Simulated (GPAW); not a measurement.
## Local fields, kernels and plasmons in ZnS2 (Pa-3)

Aim: ε(ω) and the loss function of ZnS2 (Pa-3), with and without local fields, at several momentum transfers.

Program: GPAW 26.7.0. Level of theory: LDA and many-body steps on it, plane waves. Values are calculated unless marked as measured.

### 1. The starting structure

It takes space group Pa-3 (No. 205, cubic). Conventional cell: a = 5.945 Å, b = 5.945 Å, c = 5.945 Å, α = 90.00°, β = 90.00°, γ = 90.00°. Zn has 6 S at 2.52 Å nearest. Nearest to S lie 1 S at 2.06 Å and 3 Zn at 2.52 Å. Farther neighbours, and contacts between anions beyond the nearest, are not listed.

Structure file:

```cif
data_structure
_symmetry_space_group_name_H-M 'Pa-3'
_symmetry_Int_Tables_number 205
_cell_length_a 5.9454
_cell_length_b 5.9454
_cell_length_c 5.9454
_cell_angle_alpha 90.000
_cell_angle_beta 90.000
_cell_angle_gamma 90.000
_cell_volume 210.16
loop_
_atom_site_label
_atom_site_type_symbol
_atom_site_symmetry_multiplicity
_atom_site_Wyckoff_symbol
_atom_site_fract_x
_atom_site_fract_y
_atom_site_fract_z
_atom_site_occupancy
Zn1 Zn 4 a 0.50000 0.50000 0.00000 1
S1 S 8 c 0.10025 0.89975 0.39975 1
```

The cell and positions are those that the Materials Project relaxed with its own functionals (PBE, PBE+U or r2SCAN), kept fixed.

### 2. Empty states on the mesh, 4×4×4 mesh, 279 bands

This step: GPAW 26.7.0; DFT, LDA, plane waves, PAW.

The sums over transitions need many empty states on a uniform mesh; this step solves for them.

run.py

```python
import json
import numpy as np
from gpaw.mpi import world
from gpaw import GPAW

calc = GPAW('gs.gpw').fixed_density(kpts={'size': (4, 4, 4), 'gamma': True},
    nbands=325,
    convergence={'bands': 279},
    txt='nscf.txt')
calc.write('full.gpw', mode='all')
res = {}
kpts = calc.get_ibz_k_points()
res['kpts'] = kpts
res['eigenvalues'] = [calc.get_eigenvalues(kpt=k) for k in range(len(kpts))]
res['n_electrons'] = calc.get_number_of_electrons()

if world.rank == 0:
    with open('result.json', 'w') as f:
        json.dump(res, f, default=lambda x: x.tolist())
```

Run with:

```
$ mpirun -n 4 gpaw python run.py
```

The log of the run:

```text
Diagonalizing LCAO Hamiltonian
Converting LCAO to pw mode
convergence criteria:
- Maximum integral of absolute [eigenst]ate change: 4e-08 eV^2 / valence electron
maximum number of iterations: 100

SCF iterations
|iter     |     time |      energy | eigst |  dens |
|iter:   1|  |             | +4.46 |       |
|iter:   2|  |             | +3.28 |       |
|iter:   3|  |             | +2.44 |       |
[...]
|iter:  20|  |             | -6.94 |       |
|iter:  21|  |             | -7.22 |       |
|iter:  22|  |             | -7.50c|       |
SCF steps: 22
  __  _  _
 | _ |_)|_||  |
 |__||  | ||/\| - 26.7.0

Input parameters:
  mode=PW(ecut=600.0),
  convergence={'bands': 279},
  gpts=array([35, 35, 35]),
  kpts=MonkhorstPack(size=(4, 4, 4), gamma=True),
  maxiter=100,
  nbands=325,
  occupations=Occupations(name='fermi-dirac', width=0.001, fixmagmom=False),
  parallel={},
  xc=XC(name='LDA')
# Writing to full.gpw (mode='all')
  [... matrices ...]

timing:  # [seconds]
  Total: 0.160  # ━━━━━━━━━━━━━━━━━━━━━━━━━━━━━━━━━━━━━━━━━━━━━━━━━━━━━━━━━━━
```

Elapsed: 9.9 min, on 4 MPI ranks of Arm Neoverse V1, shared host; peak memory 2 GiB; 40 min of CPU time.

Numbers from this step:

```yaml
gap: 1.262 eV
k_of_the_valence_top: 0, 0, 0
k_of_the_conduction_bottom: 0.25, 0.25, 0.25
least_direct_gap: 1.640 eV
k_points_computed: 14
lowest_point_of_the_top_converged_band_above_the_valence_top: 51.7937 eV
```

On this mesh the gap is 1.262 eV.

### 3. RPA response

The response function is computed on a frequency grid, with local fields up to the given cutoff.

This step: linear response, RPA, on LDA, plane waves, PAW.

run.py

```python
import json
import numpy as np
from gpaw.mpi import world
from gpaw.response.df import DielectricFunction

df = DielectricFunction('full.gpw',
    ecut=50,
    nbands=279,
    eta=0.2,
    frequencies={'type': 'nonlinear', 'domega0': 0.05, 'omega2': 10.0},
    intraband=False,
    txt='df.txt')
res = {'optical': {}, 'eels': []}
for d in 'x':
    y0, y = df.get_dielectric_function(direction=d, xc='RPA', filename=None)
    res['optical'][d] = [y0.real, y0.imag, y.real, y.imag]
res['w'] = df.get_frequencies()
for q_c in [[0.25, 0, 0], [0.5, 0, 0], [0.75, 0, 0], [1.25, 0, 0]]:
    res['eels'].append(df.get_eels_spectrum(q_c=q_c, xc='RPA', filename=None))

if world.rank == 0:
    with open('result.json', 'w') as f:
        json.dump(res, f, default=lambda x: x.tolist())
```

Run with:

```
$ mpirun -n 4 gpaw python run.py
```

The log of the run:

```text
Using integrator: PointIntegrator
NonLinearFrequencyDescriptor(from 0.000 to 69.984 eV, 360 points)
Nonperiodic BCs:  [False False False]
Using integrator: PointIntegrator
NonLinearFrequencyDescriptor(from 0.000 to 69.984 eV, 360 points)
Nonperiodic BCs:  [False False False]

Calculating chi0 body with:
    Ground state adapter containing:
    Number of spins: 1
    Number of kpoints: 64
    Number of irreducible kpoints: 14
    Number of completely occupied states: 48
    Number of partially occupied states: 48
    Occupied states memory: 31.402588 M / cpu

    Linear response parametrization:
    q_c: [0.0, 0.0, 0.0]
    Number of frequency points: 360
    Planewave cutoff: 50.0
    Number of bands: 279
    Number of planewaves: 171
    Broadening (eta): 0.2
    comm.size: 4
    kncomm.size: 4
    blockcomm.size: 1

    Memory estimate of potentially large arrays:
        chi0_wGG: 160.625610 M / cpu
Integrating chi0 body.

Symmetries of q_c:
    Direct symmetries (Uq -> q): 6
    Indirect symmetries (TUq -> q): 0
In total 6 allowed symmetries.

  [... matrices ...]
14 groups of equivalent kpoints. 78.125% reduction.

Integral kind: spectral function

Calculating chi0 optical extensions with:
    Ground state adapter containing:
    Number of spins: 1
    Number of kpoints: 64
    Number of irreducible kpoints: 14
    Number of completely occupied states: 48
    Number of partially occupied states: 48
    Occupied states memory: 31.402588 M / cpu

    Linear response parametrization:
    Number of frequency points: 360
    Planewave cutoff: 50.0
    Number of bands: 279
    Number of planewaves: 171
    Broadening (eta): 0.2
Integrating chi0 head and wings.

Symmetries of q_c:
    Direct symmetries (Uq -> q): 6
    Indirect symmetries (TUq -> q): 0
In total 6 allowed symmetries.

  [... matrices ...]
14 groups of equivalent kpoints. 78.125% reduction.

Integral kind: spectral function wings

Calculating chi0 body with:
    Ground state adapter containing:
    Number of spins: 1
    Number of kpoints: 64
    Number of irreducible kpoints: 14
    Number of completely occupied states: 48
    Number of partially occupied states: 48
    Occupied states memory: 31.402588 M / cpu

    Linear response parametrization:
    q_c: [0.25, 0.0, 0.0]
    Number of frequency points: 360
    Planewave cutoff: 50.0
    Number of bands: 279
    Number of planewaves: 175
    Broadening (eta): 0.2
    comm.size: 4
    kncomm.size: 4
    blockcomm.size: 1

    Memory estimate of potentially large arrays:
        chi0_wGG: 168.228149 M / cpu
Integrating chi0 body.

Symmetries of q_c:
    Direct symmetries (Uq -> q): 1
    Indirect symmetries (TUq -> q): 0
In total 1 allowed symmetries.

  [... matrices ...]
64 groups of equivalent kpoints. 0.0% reduction.

Integral kind: spectral function

[... 3 further calls ...]
```

The job ended after 9.4 min (4 MPI ranks; peak memory 3.5 GiB; 38 min of CPU time).

Numbers from this step:

| Property | Result |
| --- | --- |
| ε at zero frequency | 8.806 |
| the same without local fields | 9.705 |

The static value is 8.81.

The ε₂ has structure finer than the step of the table below, so its rows give means over 2 eV. Peaks (eV: height): xx, no local fields 3.6: 10.2, 5.0: 12.3; xx, local fields 3.6: 9.47, 5.0: 9.96.

RPA, broadening 0.2 eV. The ε₂ by photon energy; means over each step:

```tsv
photon energy (eV)	xx, no local fields	xx, local fields
2	2.82	2.77
4	8.96	7.79
6	10.2	8.29
8	6.79	5.80
10	3.18	3.20
12	1.78	1.79
14	1.07	1.18
16	0.643	0.780
18	0.424	0.556
20	0.290	0.424
22	0.201	0.313
24	0.144	0.251
26	0.111	0.209
28	0.0866	0.173
30	0.0691	0.132
32	0.0596	0.0914
34	0.0542	0.0696
36	0.0555	0.0598
38	0.0534	0.0553
```

Optical limit, local fields. The loss function, xx by energy loss; read off at these points:

```tsv
energy loss (eV)	loss function, xx
0.0	0
1.0	0.00296
2.0	0.0177
3.0	0.0413
4.0	0.0829
5.0	0.0823
6.0	0.117
7.0	0.139
8.0	0.159
9.0	0.193
10.0	0.242
11.0	0.335
12.0	0.415
13.0	0.559
14.0	0.644
15.0	0.868
16.0	1.07
17.0	1.41
18.0	1.77
19.0	2.03
20.0	2.24
20.2	2.36
21.0	2.24
22.0	2.04
23.0	1.60
24.0	1.31
25.0	1.05
26.0	0.824
27.0	0.761
28.0	0.600
29.0	0.522
30.0	0.412
31.0	0.318
32.0	0.250
33.0	0.188
34.0	0.161
35.0	0.132
36.0	0.119
37.0	0.114
38.0	0.100
39.0	0.0913
```

RPA, local fields; q along the first reciprocal vector. Table of -Im 1/eps(q) by energy loss; read off at these points:

```tsv
energy loss (eV)	q = 0.264 1/A	q = 0.528 1/A	q = 0.793 1/A	q = 1.321 1/A
0.0	0	0	0	0
2.0	0.0163	0.00960	0.00910	0.00522
4.0	0.0713	0.0602	0.0562	0.0453
6.0	0.114	0.139	0.117	0.0941
8.0	0.154	0.145	0.167	0.148
10.0	0.240	0.219	0.212	0.201
12.0	0.407	0.379	0.341	0.260
14.0	0.630	0.520	0.473	0.333
16.0	1.02	0.894	0.705	0.474
18.0	1.54	1.33	0.983	0.485
20.0	2.05	1.67	1.34	0.614
21.0	2.19	2.09	1.60	0.686
22.0	1.96	1.88	1.63	0.796
22.8	1.73	1.80	1.74	0.874
24.0	1.35	1.51	1.64	1.07
26.0	0.867	1.01	1.25	1.23
26.8	0.795	0.879	1.12	1.28
28.0	0.656	0.708	0.853	1.22
30.0	0.421	0.445	0.513	0.945
32.0	0.288	0.312	0.355	0.613
34.0	0.200	0.220	0.249	0.425
36.0	0.161	0.177	0.204	0.317
38.0	0.154	0.167	0.184	0.262
```

### 4. ALDA response

This step: linear response, ALDA, on LDA, plane waves, PAW.

run.py: that of step 3 with these lines changed.

```diff
@@ -14,7 +14,7 @@
 for d in 'x':
-    y0, y = df.get_dielectric_function(direction=d, xc='RPA', filename=None)
+    y0, y = df.get_dielectric_function(direction=d, xc='ALDA', filename=None)
     res['optical'][d] = [y0.real, y0.imag, y.real, y.imag]
 res['w'] = df.get_frequencies()
-for q_c in [[0.25, 0, 0], [0.5, 0, 0], [0.75, 0, 0], [1.25, 0, 0]]:
-    res['eels'].append(df.get_eels_spectrum(q_c=q_c, xc='RPA', filename=None))
+for q_c in [[0.75, 0, 0]]:
+    res['eels'].append(df.get_eels_spectrum(q_c=q_c, xc='ALDA', filename=None))
```

Run with:

```
$ mpirun -n 4 gpaw python run.py
```

The log of the run:

```text
Using integrator: PointIntegrator
NonLinearFrequencyDescriptor(from 0.000 to 69.984 eV, 360 points)
Nonperiodic BCs:  [False False False]
Using integrator: PointIntegrator
NonLinearFrequencyDescriptor(from 0.000 to 69.984 eV, 360 points)
Nonperiodic BCs:  [False False False]

Calculating chi0 body with:
    Ground state adapter containing:
    Number of spins: 1
    Number of kpoints: 64
    Number of irreducible kpoints: 14
    Number of completely occupied states: 48
    Number of partially occupied states: 48
    Occupied states memory: 31.402588 M / cpu

    Linear response parametrization:
    q_c: [0.0, 0.0, 0.0]
    Number of frequency points: 360
    Planewave cutoff: 50.0
    Number of bands: 279
    Number of planewaves: 171
    Broadening (eta): 0.2
    comm.size: 4
    kncomm.size: 4
    blockcomm.size: 1

    Memory estimate of potentially large arrays:
        chi0_wGG: 160.625610 M / cpu
Integrating chi0 body.

Symmetries of q_c:
    Direct symmetries (Uq -> q): 6
    Indirect symmetries (TUq -> q): 0
In total 6 allowed symmetries.

  [... matrices ...]
14 groups of equivalent kpoints. 78.125% reduction.

Integral kind: spectral function

Calculating chi0 optical extensions with:
    Ground state adapter containing:
    Number of spins: 1
    Number of kpoints: 64
    Number of irreducible kpoints: 14
    Number of completely occupied states: 48
    Number of partially occupied states: 48
    Occupied states memory: 31.402588 M / cpu

    Linear response parametrization:
    Number of frequency points: 360
    Planewave cutoff: 50.0
    Number of bands: 279
    Number of planewaves: 171
    Broadening (eta): 0.2
Integrating chi0 head and wings.

Symmetries of q_c:
    Direct symmetries (Uq -> q): 6
    Indirect symmetries (TUq -> q): 0
[...]
RSHE of atom 1
      (l,m)   max weight  avg weight  included
[...]
In total: 1.000000 of the surface norm square is covered on average
      In total: 1.000000 of the surface norm square could be covered on average

    RSHE of atom 2
      (l,m)   max weight  avg weight  included
[...]
[... further lines of this kind ...]
      In total: 1.000000 of the surface norm square is covered on average
      In total: 1.000000 of the surface norm square could be covered on average

[...]
(4,-2)  0.00001598  0.00000035  yes
      (4,-1)  0.00015822  0.00000330  yes
[...]
[... further lines of this kind ...]
[...]
[... matrices ...]

Calculating chi0 body with:
    Ground state adapter containing:
    Number of spins: 1
    Number of kpoints: 64
    Number of irreducible kpoints: 14
    Number of completely occupied states: 48
    Number of partially occupied states: 48
    Occupied states memory: 31.402588 M / cpu

    Linear response parametrization:
    q_c: [0.75, 0.0, 0.0]
    Number of frequency points: 360
    Planewave cutoff: 50.0
    Number of bands: 279
    Number of planewaves: 175
    Broadening (eta): 0.2
    comm.size: 4
    kncomm.size: 4
    blockcomm.size: 1

    Memory estimate of potentially large arrays:
        chi0_wGG: 168.228149 M / cpu
Integrating chi0 body.

Symmetries of q_c:
    Direct symmetries (Uq -> q): 1
    Indirect symmetries (TUq -> q): 0
In total 1 allowed symmetries.

  [... matrices ...]
64 groups of equivalent kpoints. 0.0% reduction.

Integral kind: spectral function

Calculating ALDA kernel
Calculating f(G)
    Calculating PAW corrections

[...]
RSHE of atom 10
      (l,m)   max weight  avg weight  included
      In total: 0.999999 of the surface norm square is covered on average
      In total: 0.999999 of the surface norm square could be covered on average

    RSHE of atom 11
      (l,m)   max weight  avg weight  included
      In total: 0.999999 of the surface norm square is covered on average
      In total: 0.999999 of the surface norm square could be covered on average
```

Elapsed: 3.9 min, on 4 MPI ranks; peak memory 3.5 GiB.

This step gave:

| Quantity | Value |
| --- | --- |
| ε at zero frequency | 9.037 |
| the same without local fields | 9.705 |

The static value is 9.04.

### 5. RPA response, local-field cutoff (4×4×4 mesh, 279 bands, screening to 100 eV, broadening 0.2 eV)

This step: linear response, RPA, on LDA, plane waves, PAW.

run.py: that of step 4 with these lines changed.

```diff
@@ -6,3 +6,3 @@
 df = DielectricFunction('full.gpw',
-    ecut=50,
+    ecut=100,
     nbands=279,
@@ -14,3 +14,3 @@
 for d in 'x':
-    y0, y = df.get_dielectric_function(direction=d, xc='ALDA', filename=None)
+    y0, y = df.get_dielectric_function(direction=d, xc='RPA', filename=None)
     res['optical'][d] = [y0.real, y0.imag, y.real, y.imag]
@@ -18,3 +18,3 @@
 for q_c in [[0.75, 0, 0]]:
-    res['eels'].append(df.get_eels_spectrum(q_c=q_c, xc='ALDA', filename=None))
+    res['eels'].append(df.get_eels_spectrum(q_c=q_c, xc='RPA', filename=None))
```

Run with:

```
$ mpirun -n 4 gpaw python run.py
```

The log of the run:

```text
Using integrator: PointIntegrator
NonLinearFrequencyDescriptor(from 0.000 to 69.984 eV, 360 points)
Nonperiodic BCs:  [False False False]
Using integrator: PointIntegrator
NonLinearFrequencyDescriptor(from 0.000 to 69.984 eV, 360 points)
Nonperiodic BCs:  [False False False]

Calculating chi0 body with:
    Ground state adapter containing:
    Number of spins: 1
    Number of kpoints: 64
    Number of irreducible kpoints: 14
    Number of completely occupied states: 48
    Number of partially occupied states: 48
    Occupied states memory: 31.402588 M / cpu

    Linear response parametrization:
    q_c: [0.0, 0.0, 0.0]
    Number of frequency points: 360
    Planewave cutoff: 100.0
    Number of bands: 279
    Number of planewaves: 461
    Broadening (eta): 0.2
    comm.size: 4
    kncomm.size: 4
    blockcomm.size: 1

    Memory estimate of potentially large arrays:
        chi0_wGG: 1167.412720 M / cpu
Integrating chi0 body.

Symmetries of q_c:
    Direct symmetries (Uq -> q): 6
    Indirect symmetries (TUq -> q): 0
In total 6 allowed symmetries.

  [... matrices ...]
14 groups of equivalent kpoints. 78.125% reduction.

Integral kind: spectral function

Calculating chi0 optical extensions with:
    Ground state adapter containing:
    Number of spins: 1
    Number of kpoints: 64
    Number of irreducible kpoints: 14
    Number of completely occupied states: 48
    Number of partially occupied states: 48
    Occupied states memory: 31.402588 M / cpu

    Linear response parametrization:
    Number of frequency points: 360
    Planewave cutoff: 100.0
    Number of bands: 279
    Number of planewaves: 461
    Broadening (eta): 0.2
Integrating chi0 head and wings.

Symmetries of q_c:
    Direct symmetries (Uq -> q): 6
    Indirect symmetries (TUq -> q): 0
In total 6 allowed symmetries.

  [... matrices ...]
14 groups of equivalent kpoints. 78.125% reduction.

Integral kind: spectral function wings

Calculating chi0 body with:
    Ground state adapter containing:
    Number of spins: 1
    Number of kpoints: 64
    Number of irreducible kpoints: 14
    Number of completely occupied states: 48
    Number of partially occupied states: 48
    Occupied states memory: 31.402588 M / cpu

    Linear response parametrization:
    q_c: [0.75, 0.0, 0.0]
    Number of frequency points: 360
    Planewave cutoff: 100.0
    Number of bands: 279
    Number of planewaves: 470
    Broadening (eta): 0.2
    comm.size: 4
    kncomm.size: 4
    blockcomm.size: 1

    Memory estimate of potentially large arrays:
        chi0_wGG: 1213.43994140625 M / cpu
Integrating chi0 body.

Symmetries of q_c:
    Direct symmetries (Uq -> q): 1
    Indirect symmetries (TUq -> q): 0
In total 1 allowed symmetries.

  [... matrices ...]
64 groups of equivalent kpoints. 0.0% reduction.

Integral kind: spectral function
```

The job ended after 5 min (4 MPI ranks; peak memory 13 GiB; 20 min of CPU time).

Numbers from this step:

- ε at zero frequency: 8.708
- the same without local fields: 9.705

The static value is 8.71.

The ε₂ has structure finer than the step of the table below, so its rows give means over 1 eV. Peaks (eV: height): xx, no local fields 3.6: 10.2, 5.0: 12.3; xx, local fields 3.6: 9.35, 5.0: 9.72.

RPA, broadening 0.2 eV. Table of ε₂ by photon energy; means over each step:

```tsv
photon energy (eV)	xx, no local fields	xx, local fields
1	0.319	0.296
2	2.85	2.75
3	6.05	5.58
4	9.06	7.87
5	10.9	8.65
6	9.99	7.94
7	9.37	7.60
8	6.57	5.85
9	4.78	4.44
10	3.05	3.22
11	2.16	2.28
12	1.80	1.79
13	1.38	1.42
14	1.05	1.20
15	0.812	0.947
16	0.619	0.767
17	0.524	0.646
18	0.424	0.552
19	0.345	0.487
20	0.286	0.421
21	0.247	0.360
22	0.195	0.305
23	0.168	0.271
24	0.143	0.251
25	0.125	0.219
26	0.113	0.207
27	0.0944	0.195
28	0.0866	0.172
29	0.0797	0.157
30	0.0677	0.133
31	0.0617	0.112
32	0.0610	0.0968
33	0.0570	0.0811
34	0.0544	0.0734
35	0.0524	0.0644
36	0.0553	0.0605
37	0.0567	0.0589
38	0.0536	0.0542
39	0.0488	0.0494
```

### 6. RPA response, fewer bands (4×4×4 mesh, 50 bands, screening to 50 eV, broadening 0.2 eV)

run.py: that of step 5 with these lines changed.

```diff
@@ -6,4 +6,4 @@
 df = DielectricFunction('full.gpw',
-    ecut=100,
-    nbands=279,
+    ecut=50,
+    nbands=50,
     eta=0.2,
@@ -17,3 +17,3 @@
 res['w'] = df.get_frequencies()
-for q_c in [[0.75, 0, 0]]:
+for q_c in []:
     res['eels'].append(df.get_eels_spectrum(q_c=q_c, xc='RPA', filename=None))
```

Run with:

```
$ mpirun -n 4 gpaw python run.py
```

The log of the run:

```text
Using integrator: PointIntegrator
NonLinearFrequencyDescriptor(from 0.000 to 18.426 eV, 210 points)
Nonperiodic BCs:  [False False False]
Using integrator: PointIntegrator
NonLinearFrequencyDescriptor(from 0.000 to 18.426 eV, 210 points)
Nonperiodic BCs:  [False False False]

Calculating chi0 body with:
    Ground state adapter containing:
    Number of spins: 1
    Number of kpoints: 64
    Number of irreducible kpoints: 14
    Number of completely occupied states: 48
    Number of partially occupied states: 48
    Occupied states memory: 31.402588 M / cpu

[...]
Ground state adapter containing:
    Number of spins: 1
    Number of kpoints: 64
    Number of irreducible kpoints: 14
    Number of completely occupied states: 48
    Number of partially occupied states: 48
    Occupied states memory: 31.402588 M / cpu

    Linear response parametrization:
    Number of frequency points: 210
    Planewave cutoff: 50.0
    Number of bands: 50
    Number of planewaves: 171
    Broadening (eta): 0.2
Integrating chi0 head and wings.

Symmetries of q_c:
    Direct symmetries (Uq -> q): 6
    Indirect symmetries (TUq -> q): 0
In total 6 allowed symmetries.

  [... matrices ...]
14 groups of equivalent kpoints. 78.125% reduction.

Integral kind: spectral function wings
```

The job ended after 7.3 s (4 MPI ranks; peak memory 1.9 GiB).

Numbers from this step:

```yaml
eps_at_zero_frequency: 3.736
the_same_without_local_fields: 3.857
```

[end of part 1 of 2]

[Long decimals in the printed logs are rounded to 6 places.]

[Logs are printed without paths, hosts, clocks, repeated set-up lines and the standing remarks that a program may print on its own settings, such as how far it seeks lower states.]

[Paths, hosts, dates, memory and timing lines, banners, echoed tables and standing remarks are left out of the program output; an Ansatz launch command may be rebuilt from the run's recorded settings. Measured values are a selection of at most five: reports struck by readers or far from the other reports are left out. None is set beside runs whose start may be inverted or whose files or cutoffs have a known fault.]

[Runs of the session that timed out or met a known fault of the program may be left out.]

[Hosts, paths, dates, database ids (printed as entryN), source tags and the programs' standing remarks are cut or masked in the printed files.]

[Where the starting crystal was built by hand or by swapping elements, it need not be the compound's stable phase.]
